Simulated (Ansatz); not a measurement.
## AlBiSe3 (model cell, started as cubic perovskite with Al in the octahedra): a soft mode frozen in

Aim: this structure of AlBiSe3 (model cell, started as cubic perovskite with Al in the octahedra) is to be tested for unstable modes, and one is followed downhill.

Program: Ansatz 0.2.0. Level of theory: DFT PBEsol, scalar-relativistic, plane waves, PAW. Results are calculated unless marked as measured.

This is a report of a sequence of runs, with most program output left out.

The structure was built from a prototype and need not be the compound's stable phase.

## 1. The starting structure

It takes space group Pm-3m (No. 221, cubic). The conventional cell has a = 4.853 Å, b = 4.853 Å, c = 4.853 Å, α = 90.00°, β = 90.00°, γ = 90.00°. Nearest to Bi lie 12 Se at 3.43 Å. Nearest to Al lie 6 Se at 2.43 Å. Se has 2 Al at 2.43 Å and 4 Bi at 3.43 Å nearest. Farther neighbours and most contacts between anions are not listed.

Coordinates:

```cif
data_structure
_symmetry_space_group_name_H-M 'P 1'
_symmetry_Int_Tables_number 1
_cell_length_a 4.8530
_cell_length_b 4.8530
_cell_length_c 4.8530
_cell_angle_alpha 90.000
_cell_angle_beta 90.000
_cell_angle_gamma 90.000
_cell_volume 114.30
loop_
_atom_site_label
_atom_site_type_symbol
_atom_site_fract_x
_atom_site_fract_y
_atom_site_fract_z
_atom_site_occupancy
Bi1 Bi 0.00000 0.00000 0.00000 1
Al2 Al 0.50000 0.50000 0.50000 1
Se3 Se 0.50000 0.50000 0.00000 1
Se4 Se 0.50000 0.00000 0.50000 1
Se5 Se 0.00000 0.50000 0.50000 1
```

## 2. Phonons on a q mesh

The cell comes from relaxations at this level that are not shown. Stability and thermal properties need the whole zone. Linear response on a 2×2×2 q mesh gives force constants as far as a supercell of that size would.

File input.yaml:

```yaml
crystal:
  lattice:
    - [4.8529979444, 0.0, 0.0]
    - [0.0, 4.8529979444, 0.0]
    - [0.0, 0.0, 4.8529979444]
  atoms:
    - { symbol: Bi, position: [0.0, 0.0, 0.0] }
    - { symbol: Al, position: [0.5, 0.5, 0.5] }
    - { symbol: Se, position: [0.5, 0.5, 0.0] }
    - { symbol: Se, position: [0.5, 0.0, 0.5] }
    - { symbol: Se, position: [0.0, 0.5, 0.5] }
kpoints:
  mp_grid: { grid: [6, 6, 6] }
hamiltonian:
  xc: pbesol
scf:
  occupations: { method: methfessel_paxton, width: 0.15 }
output:
  eigenvalues: true
phonons:
  method: dfpt
  qmesh: [2, 2, 2]
  temperatures: { t_max: 1000, t_step: 50 }
  qpath:
    path:
      - [[0.0, 0.0, 0.0], [0.0, 0.5, 0.0], [0.5, 0.5, 0.0], [0.0, 0.0, 0.0], [0.5, 0.5, 0.5], [0.0, 0.5, 0.0]]
      - [[0.5, 0.5, 0.5], [0.5, 0.5, 0.0]]
    npoints: 10
```

Command:

```bash
$ ansatz run input.yaml --threads 8 --pin off --max-ram 14336MiB --backend cpu --events-out ev --progress --plain --runs-dir out
```

The job ended after 1.7 min (8 threads of Intel Xeon 6975P-C (Granite Rapids), shared host; peak memory 1.4 GiB; 8.2 min of CPU time).

This step gave:

| Quantity | Value |
| --- | --- |
| volume per atom | 22.86 Å³ |
| gap on the k-mesh | 0 eV |
| sum-rule residual before enforcement | 1.15e-4 eV/Å² |
| lowest frequency on the path | -156.9 cm⁻¹ |
| point group | m-3m |
| highest frequency on the path or at a solved wavevector | 341.0 cm⁻¹ |
| highest optical mode at the zone centre (no LO-TO term) | 339.9 cm⁻¹ |
| lowest optical zone-centre mode | -114.2 cm⁻¹ |
| lowest mode on the q mesh (acoustic modes at Γ apart) | -156.9 cm⁻¹ |

Frequencies (cm⁻¹) solved at each irreducible wavevector; negative means imaginary. Frequencies by wavevector, by row:

```tsv
q in reciprocal lattice units	star	mode 1	mode 2	mode 3	mode 4	mode 13	mode 14	mode 15
0 0 0	1	-114.2	-114.2	-114.2	-110.2	339.9	339.9	339.9
0 0 -0.5	3	-143.8	-102	-102	-101.5	303.4	339	339
0 -0.5 -0.5	3	-156.9	-122.6	-122.6	-77.9	308.7	308.7	341
-0.5 -0.5 -0.5	1	-148	-148	-148	-90.8	319.8	319.8	319.8
```

Interpolated from a 2×2×2 q mesh. The phonon branches at the labelled points (cm⁻¹):

```tsv
point	branch 1	branch 2	branch 3	branch 4	branch 12	branch 13	branch 14	branch 15
Γ	-114	-114	-114	-110	49	340	340	340
halfway	-130	-108	-108	-106	150	328	339	339
X	-144	-102	-102	-102	223	303	339	339
halfway	-149	-117	-114	-92	224	306	329	340
M	-157	-123	-123	-78	244	309	309	341
halfway	-138	-114	-113	-100	164	326	331	340
Γ	-114	-114	-114	-110	49	340	340	340
halfway	-138	-123	-123	-98	179	327	327	334
R	-148	-148	-148	-91	261	320	320	320
halfway	-147	-130	-123	-95	227	310	328	334
X	-144	-102	-102	-102	223	303	339	339
jump to R	-148	-148	-148	-91	261	320	320	320
halfway	-152	-134	-134	-92	246	314	314	333
M	-157	-123	-123	-78	244	309	309	341
```

Symmetry leaves 4 wavevectors to solve. The lowest mode among them, the acoustic zeros apart, lies at q = (0, -0.5, -0.5) and is imaginary, 156.9i cm⁻¹, so the energy falls along it.

## 3. The mode frozen in, largest atomic shift 0 Å

The mode followed lies at q = (-0.5, -0.5, -0.5) with frequency 148.0i cm⁻¹ and is 3-fold degenerate, one of the unstable modes though not the softest. At small amplitude the distorted cell has space group no. 74 by a symmetry search on the positions. The undistorted cell that holds it gives the zero of energy on the same k mesh.

System of this step: AlBiSe3 (model cell, started as cubic perovskite with Al in the octahedra). It takes space group Pm-3m (No. 221, cubic). Conventional cell: a = 4.853 Å, b = 4.853 Å, c = 4.853 Å, α = 90.00°, β = 90.00°, γ = 90.00°. Nearest to Bi lie 12 Se at 3.43 Å. Nearest to Al lie 6 Se at 2.43 Å. Se has 2 Al at 2.43 Å and 4 Bi at 3.43 Å nearest. Farther neighbours and most contacts between anions are not listed.

File input.yaml:

```yaml
crystal:
  lattice:
    - [4.8529979444, 4.8529979444, 0.0]
    - [4.8529979444, 0.0, 4.8529979444]
    - [4.8529979444, 0.0, -4.8529979444]
  atoms:
    - { symbol: Bi, position: [0.0, 0.0, 1.0] }
    - { symbol: Bi, position: [0.0, 0.5, 0.5] }
    - { symbol: Al, position: [0.5, 0.25, 0.75] }
    - { symbol: Al, position: [0.5, 0.75, 0.25] }
    - { symbol: Se, position: [0.5, 0.5, 0.5] }
    - { symbol: Se, position: [0.5, 0.0, 0.0] }
    - { symbol: Se, position: [0.0, 0.0, 0.5] }
    - { symbol: Se, position: [0.0, 0.5, 0.0] }
    - { symbol: Se, position: [0.5, 0.0, 0.5] }
    - { symbol: Se, position: [0.5, 0.5, 0.0] }
kpoints:
  mp_grid: { grid: [6, 6, 6] }
hamiltonian:
  xc: pbesol
scf:
  occupations: { method: methfessel_paxton, width: 0.15 }
output:
  forces: true
  stress: true
  eigenvalues: true
```

Elapsed: 2.8 s, on 8 threads; peak memory 1.2 GiB; 13 s of CPU time.

Numbers from this step:

```
pressure                         : -0.09391 GPa
energy from the undistorted cell : 0 meV/atom
```

The run ends at a pressure of -0.09 GPa.

## 4. The mode frozen in, largest atomic shift 0.6 Å

The atoms are moved along the unstable eigenvector, the largest shift by 0.6 Å, with the cell fixed.

File input.yaml:

```yaml
crystal:
  lattice:
    - [4.8529979444, 4.8529979444, 0.0]
    - [4.8529979444, 0.0, 4.8529979444]
    - [4.8529979444, 0.0, -4.8529979444]
  atoms:
    - { symbol: Bi, position: [0.0, 0.0, 1.0] }
    - { symbol: Bi, position: [0.0, 0.5, 0.5] }
    - { symbol: Al, position: [0.5, 0.25, 0.75] }
    - { symbol: Al, position: [0.5, 0.75, 0.25] }
    - { symbol: Se, position: [0.4125769115, 0.5874230885, 0.5874230885] }
    - { symbol: Se, position: [0.5874230885, -0.0874230885, -0.0874230885] }
    - { symbol: Se, position: [0.0, 0.0437115442, 0.4562884558] }
    - { symbol: Se, position: [0.0, 0.4562884558, 0.0437115442] }
    - { symbol: Se, position: [0.5, 0.0437115442, 0.4562884558] }
    - { symbol: Se, position: [0.5, 0.4562884558, 0.0437115442] }
kpoints:
  mp_grid: { grid: [6, 6, 6] }
hamiltonian:
  xc: pbesol
scf:
  occupations: { method: methfessel_paxton, width: 0.15 }
output:
  forces: true
  stress: true
  eigenvalues: true
```

Run time: 4.5 s. Hardware: 8 threads; peak memory 1.5 GiB; 28 s of CPU time.

This step gave:

```yaml
pressure: 0.5363 GPa
energy_from_the_undistorted_cell: -210.5 meV/atom
```

The energy, extrapolated to zero smearing, is -210.54 meV/atom against the undistorted cell.

The run ends at a pressure of 0.54 GPa, with forces up to 1.1 eV/Å.

## 5. Energy along the mode, all amplitudes (two of the runs are shown above)

An imaginary frequency means negative curvature, so the energy should fall and then rise again as anharmonic terms take over.

This step gave:

```yaml
depth_at_the_lowest_point_sampled: 210.5 meV/atom
largest_atomic_shift_at_that_point: 0.6 Å
```

Table of energy from the parent by largest atomic shift:

```tsv
largest atomic shift (Å)	energy from the parent (meV/atom)
0.000	0
0.040	-1.86
0.080	-7.15
0.140	-20.5
0.220	-47.4
0.320	-90.7
0.450	-152
0.600	-211
```

Displacement at unit largest shift by atom:

```tsv
atom	x (Å)	y (Å)	z (Å)	size
Bi1	0.000	0.000	0.000	0.000
Bi2	0.000	0.000	0.000	0.000
Al3	0.000	0.000	0.000	0.000
Al4	0.000	0.000	0.000	0.000
Se5	0.707	-0.707	0.000	1.000
Se6	-0.707	0.707	0.000	1.000
Se7	0.000	0.000	0.707	0.707
Se8	0.000	0.000	-0.707	0.707
Se9	0.000	0.000	0.707	0.707
Se10	0.000	0.000	-0.707	0.707
```

The lowest of the steps tried is the last one, at 0.6 Å, 211 meV/atom below the parent; the bottom of the well need not coincide with a step.

## 6. Relaxing from the distorted cell

Starting from the lowest point found, all atoms and the cell are let go, so that strain and other modes of the same symmetry can join in.

input.yaml: that of step 4 with these lines changed.

```diff
@@ -26 +26,10 @@
   eigenvalues: true
+  write_density: true
+  write_potential: true
+  elf: true
+  volumetric_format: npy
+relax:
+  adjacent_minimum: "off"
+  f_tol: 0.002
+  max_steps: 120
+  cell: { stress_tol: 0.03 }
```

The job ended after 59 s (8 threads; peak memory 1.6 GiB; 5.8 min of CPU time).

The steps of the relaxation:

```tsv
step	energy less that of the first step (eV)	largest force component (eV/Å)	pressure (GPa)	volume (Å³)
1	0.0000	0.9260	0.54	228.59
2	-0.7547	0.2360	1.56	229.30
3	-0.7758	0.2035	-0.76	240.76
4	-0.8252	0.0330	-0.26	236.86
5	-0.8216	0.1000	0.18	235.70
6	-0.8268	0.0037	-0.01	236.04
7	-0.8268	0.0032	0.00	235.99
8	-0.8269	0.0005	0.00	235.97
9*	-0.8281	0.0005	0.00	235.97
```

Relaxation steps marked * repeat the geometry before them on a plane-wave basis chosen anew for their cell, so energy and pressure can jump there. Relaxation step 5 was tried and not accepted.

The run keeps the 8 symmetry operations that it works with, so distortions that break them were not tested.

```tsv
conventional cell, symmetrised	before	after	change
a (Å)	6.863	6.931	+1.0 %
b (Å)	9.706	9.828	+1.3 %
c (Å)	6.863	6.928	+1.0 %
volume (Å³/atom)	22.86	23.60	+3.2 %
```

The atoms that moved most (Å, as changes of fractional coordinates times the final cell):

```tsv
atom	dx	dy	dz	length
Bi2	-0.209	0.209	0.000	0.296
Bi1	0.209	-0.209	0.000	0.296
Se7	0.000	0.000	0.188	0.188
Se10	0.000	0.000	-0.188	0.188
Se9	0.000	0.000	0.188	0.188
Se8	0.000	0.000	-0.188	0.188
Se6	-0.108	0.108	0.000	0.153
Se5	0.108	-0.108	0.000	0.153
```

Numbers from this step:

| Property | Result |
| --- | --- |
| pressure | 0.003547 GPa |
| volume per atom | 23.60 Å³ |

Valence density in the bc plane of the conventional cell at fractional x = 0.000, with atoms of Bi and Al and Se within 0.2 Å of it. It is the smooth field of the valence electrons, not physical close to the nuclei.

Ten steps, logarithmic in the rise over the least value, from '0' (0 e/Å³) to '9' (32 e/Å³), each cell a mean:
```
0000135542100000012566641000
0000012321000000002466531000
0000001110000000001344321000
0000001110000000000112110000
0000012211000000000000000000
0000124532100000000000000000
0001248963100000000000000000
0011259973110000000000000000
0011236642110000001111110000
0001122221110000011244321100
0000001110000000112478631100
0000000000000000012599731100
0000000000000000011367521000
0000000000000000001233210000
0000001100000000000111100000
0000123321000000000011000000
0000145542100000000111100000
0001256664100000001244310000
0000256663100000002466531000
```
Columns run along b (9.8 Å), rows up along c (6.9 Å), edges of the conventional cell, whose origin can differ from the input's. Atoms in or near the plane, at fractional coordinates: Bi at (0.75, 0.96), Bi at (0.25, 0.04), Al at (0.50, 0.50), Al at (0.00, 0.50), Se at (0.75, 0.39), Se at (0.25, 0.61).

ELF in the bc plane of the conventional cell at fractional x = 0.000, with atoms of Bi and Al and Se within 0.2 Å of it. It is the smooth field of the valence electrons, not physical close to the nuclei.

Values, 10 rows by 16 columns, each cell a mean:
```
0.03 0.11 0.38 0.40 0.37 0.41 0.18 0.03 0.05 0.17 0.39 0.22 0.18 0.39 0.23 0.06
0.06 0.05 0.19 0.37 0.40 0.25 0.07 0.05 0.09 0.14 0.26 0.38 0.38 0.30 0.16 0.10
0.14 0.13 0.47 0.73 0.75 0.58 0.19 0.12 0.17 0.14 0.11 0.14 0.15 0.11 0.13 0.17
0.25 0.42 0.71 0.53 0.42 0.73 0.52 0.26 0.28 0.22 0.12 0.16 0.17 0.12 0.19 0.28
0.07 0.55 0.79 0.66 0.59 0.78 0.69 0.14 0.06 0.34 0.57 0.67 0.68 0.60 0.44 0.09
0.09 0.29 0.43 0.56 0.58 0.47 0.35 0.12 0.10 0.57 0.79 0.58 0.48 0.78 0.70 0.17
0.29 0.20 0.09 0.09 0.10 0.08 0.16 0.28 0.25 0.34 0.67 0.60 0.53 0.71 0.43 0.24
0.14 0.13 0.14 0.21 0.22 0.15 0.13 0.14 0.11 0.09 0.39 0.67 0.70 0.49 0.14 0.09
0.08 0.14 0.30 0.36 0.35 0.34 0.18 0.09 0.05 0.05 0.21 0.35 0.37 0.26 0.08 0.04
0.04 0.17 0.41 0.21 0.16 0.40 0.25 0.06 0.03 0.14 0.41 0.36 0.31 0.44 0.22 0.04
```
Columns run along b (9.8 Å), rows up along c (6.9 Å), edges of the conventional cell, whose origin can differ from the input's. Atoms in or near the plane, at fractional coordinates: Bi at (0.75, 0.96), Bi at (0.25, 0.04), Al at (0.50, 0.50), Al at (0.00, 0.50), Se at (0.75, 0.39), Se at (0.25, 0.61).

Electrostatic potential energy in the bc plane of the conventional cell at fractional x = 0.000, with atoms of Bi and Al and Se within 0.2 Å of it. With pseudopotentials it is smooth inside the atoms' cores, unlike the true potential.

Values in eV, 10 rows by 16 columns, each cell a mean:
```
 13  11   2 -27 -34  -4  10  13  13  10  -9 -61 -64 -25   8  12
 13  13  11   8   7  10  12  13  13  11   4 -19 -25  -1  10  12
 12  12  10  -1  -2   7  12  12  11  11  11   9   8  11  11  11
  0   7   0  -4  -1  -4   8   2   0   7  12  12  12  12   9   1
 -3  -3   3  -7  -6  -1   1  -5  -3  -3   9   3   1   8   2  -5
 -5  -1  10   8   7  10   3  -6  -5  -1   1  -5  -3  -4   3  -6
  4   9  12  12  12  12  10   5   4   9   2  -6  -3  -3   9   6
 12  12  10   6   5   9  11  12  12  13  11   4   2   9  12  12
 13  11   1 -33 -40  -6  10  12  13  12  10   4   3   8  12  13
 13  10 -10 -62 -64 -26   8  12  13  11  -1 -40 -47 -10   9  13
```
Columns run along b (9.8 Å; values clipped at the 3rd and 97th percentile), rows up along c (6.9 Å), edges of the conventional cell, whose origin can differ from the input's. Atoms in or near the plane, at fractional coordinates: Bi at (0.75, 0.96), Bi at (0.25, 0.04), Al at (0.50, 0.50), Al at (0.00, 0.50), Se at (0.75, 0.39), Se at (0.25, 0.61).

The distorted start has space group Imma; the relaxation ends in Imma.

## 7. Modes of the new phase

A relaxed structure may still be a saddle point, so its zone-centre modes are computed. No field response is asked, since the mesh shows no gap.

File input.yaml:

```yaml
crystal:
  lattice:
    - [4.9007872246, 4.9007872246, 0.0]
    - [4.89996567, 0.0008215546, 4.9140724809]
    - [4.89996567, 0.0008215546, -4.9140724809]
  atoms:
    - { symbol: Bi, position: [-0.0426615958, 0.0426615958, 1.0426615958] }
    - { symbol: Bi, position: [0.0426615958, 0.4573384042, 0.4573384042] }
    - { symbol: Al, position: [0.5, 0.25, 0.75] }
    - { symbol: Al, position: [0.5, 0.75, 0.25] }
    - { symbol: Se, position: [0.3905338159, 0.6094661841, 0.6094661841] }
    - { symbol: Se, position: [0.6094661841, -0.1094661841, -0.1094661841] }
    - { symbol: Se, position: [0.0, 0.0628725211, 0.4371274789] }
    - { symbol: Se, position: [0.0, 0.4371274789, 0.0628725211] }
    - { symbol: Se, position: [0.5, 0.0628725211, 0.4371274789] }
    - { symbol: Se, position: [0.5, 0.4371274789, 0.0628725211] }
kpoints:
  mp_grid: { grid: [6, 6, 6] }
hamiltonian:
  xc: pbesol
scf:
  occupations: { method: methfessel_paxton, width: 0.15 }
output:
  eigenvalues: true
phonons:
  method: dfpt
```

Wall time 4.2 min (8 threads); peak memory 6.5 GiB.

Numbers from this step:

| Item | Value |
| --- | --- |
| sum-rule residual before enforcement | 3.84e-5 eV/Å² |
| point group | mmm |
| highest optical mode at the zone centre (no LO-TO term) | 314.4 cm⁻¹ |
| lowest optical zone-centre mode | -77.07 cm⁻¹ |

Patterns of degenerate modes are one choice out of their space. Modes at Γ, with each element's share of the kinetic energy (negative means imaginary):

```tsv
mode	frequency (cm⁻¹)	symmetry	Bi %	Al %	Se %
1	-77.1	B3u	29	0	71
2	-13.8	B2g	62	0	38
3	0.0	acoustic	44	6	50
4	0.0	acoustic	44	6	50
5	0.0	acoustic	44	6	50
6	55.6	B3g	90	0	10
7	70.2	Ag	92	0	8
8	75.9	B3u	13	29	58
9	76.1	B2u	27	36	37
10	77.0	B2g	30	0	70
11	81.0	B1u	48	13	39
12	105.4	B1g	0	0	100
13	110.9	B3u	14	1	84
14	121.5	Au	0	1	99
15	128.1	B3g	1	0	99
16	131.6	Ag	0	0	100
17	132.3	B2g	9	0	91
18	134.1	B2u	28	14	58
19	135.7	B3g	9	0	91
20	143.3	B1u	0	11	89
21	147.2	B1g	0	0	100
22	149.4	B1u	8	11	81
23	159.6	Ag	8	0	92
24	207.2	B2u	0	46	54
25	207.6	B3g	0	0	100
26	248.6	B1u	0	94	6
27	257.3	B3u	0	64	36
28	287.6	B1u	0	65	35
29	289.3	Au	0	99	1
30	314.4	B2u	0	99	1
```

Displacements in mode 1 (-77.1 cm⁻¹), the largest set to 1:
```
Bi1 -0.40 -0.40  0.00
Bi2 -0.40 -0.40  0.00
Al3  0.06  0.06  0.00
Al4  0.06  0.06  0.00
Se5  1.00  1.00  0.00
Se6  1.00  1.00  0.00
Se7 -0.12  0.15  0.00
Se8 -0.12  0.15  0.00
Se9  0.15 -0.12  0.00
Se10 0.15 -0.12  0.00
```

Displacements in mode 30 (314.4 cm⁻¹), the largest set to 1:
```
Bi1  0.00  0.00  0.04
Bi2  0.00  0.00  0.04
Al3  1.00 -1.00 -0.74
Al4 -1.00  1.00 -0.74
Se5  0.00  0.00  0.07
Se6  0.00  0.00  0.07
Se7  0.00  0.00  0.04
Se8  0.00  0.00  0.04
Se9  0.00  0.00  0.04
Se10 0.00  0.00  0.04
```

Before it was imposed, the acoustic sum rule was missed by 3.8e-5 eV/Å². Small misses are needed for a sound result but don't prove that mesh and cutoff are converged. The lowest optical mode is imaginary, 77.1i cm⁻¹, so the energy falls along it.

## 8. Outcome

```
unstable mode of the parent                                                      : q = (-0.5, -0.5, -0.5), 148i cm⁻¹
depth at the lowest point sampled                                                : 211 meV/atom
largest atomic shift at that point                                               : 0.6 Å
space group reached (within 0.01 Å)                                              : Imma
energy gained over the parent (first relaxation, on the mesh of the frozen mode) : 293 meV/atom
volume per atom, phase reached                                                   : 23.6 Å³
lowest optical zone-centre mode, phase reached                                   : -77.1 cm⁻¹
highest optical mode at the zone centre (no LO-TO term), phase reached           : 314 cm⁻¹
```

**Reading.** Along this mode the structure falls into Imma, 293 meV/atom below the parent. At the parent's cell the well is 210.5 meV/atom deep on the steps tried, with its lowest point at a shift of 0.6 Å. That is the last step tried, so the steps alone don't bracket the bottom of the well. Relaxing atoms and cell changes the gain by +82.76 meV/atom against the lowest step (energies at zero smearing). The new phase still has an imaginary mode at the zone centre of its cell, so it is a saddle point on the way to a lower structure. Of the 5 patterns followed to their end from this parent, this one reaches the lowest energy. Each path keeps the symmetry of its pattern, so a lower phase may lie along a pattern not tried. With no gap, or one that is small against the smearing, the frequencies hang on the k mesh and the smearing, most of all near Kohn anomalies. A semilocal functional can close a gap that the real compound would have, so the metallic treatment may be an artefact of the level. Spin-orbit coupling is left out, which can matter for the heavy elements here. A phonon run warned that its eigensolver left some bands unconverged in a pass. The starting cell was built on a prototype and not taken from a measurement, so the phase need not exist.

[Logs are printed without paths, hosts, clocks, repeated set-up lines and the standing remarks that a program may print on its own settings, such as how far it seeks lower states.]

[Hosts, paths, dates, database ids (printed as entryN), source tags and the programs' standing remarks are cut or masked in the printed files.]
